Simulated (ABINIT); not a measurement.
Planning a run of ABINIT 10.8.3 on BaMg2Sb2 (P-3m1). The input:

```
acell 3*1.0 Angstrom
rprim 
  4.770000000028 -0.000000000006 0.000000000000
  -2.385000000008 4.130941176079 0.000000000000
  0.000000000000 0.000000000000 8.100000000000
ntypat 3
znucl 56 12 51
natom 5
typat 1 2 2 3 3
xred 
  0.000000000000 0.000000000000 0.000000000000
  0.333333333333 0.666666666667 0.624700000000
  0.666666666667 0.333333333333 0.375300000000
  0.333333333333 0.666666666667 0.268000000000
  0.666666666667 0.333333333333 0.732000000000
pp_dirpath "pseudos"
pseudos "Ba.upf, Mg.upf, Sb.upf"
ecut 40
ngkpt 6 6 4
nshiftk 1
shiftk 0 0 0
kptopt 1
chksymbreak 0
nband 44
occopt 1
tolvrs 1e-10
nstep 60
prtwf 0
optforces 0
optstress 0
indata_prefix "in"
outdata_prefix "out"
tmpdata_prefix "tmp"
```

```sh
OMP_NUM_THREADS=1 mpirun -n 4 abinit run.abi > log
```

How long will it take on 4 MPI ranks of Intel Xeon Platinum 8259CL at 2.50GHz (Skylake/Cascade Lake), shared host, and how much memory?

It took 5.4 min; on shared hardware allow 2.7 min to 11 min. Peak host memory was 0.74 GiB.

[Paths, hosts, dates, memory and timing lines, banners, echoed tables and standing remarks are left out of the program output.]

[Logs are printed without paths, hosts, clocks, repeated set-up lines and the standing remarks that a program may print on its own settings, such as how far it seeks lower states.]

[Runs of the session that timed out or met a known fault of the program may be left out.]

[Hosts, paths, dates, database ids (printed as entryN), source tags and the programs' standing remarks are cut or masked in the printed files.]

[G0W0 gaps are taken among the corrected bands and points alone; a level outside them can change the order at an edge.]

[Where Ansatz stands beside ABINIT at settings called matched, ABINIT's density can come from a denser mesh and the files from another edition; pairs whose starting gaps differed by over 0.03 eV were left out, so agreement reads better than it is.]
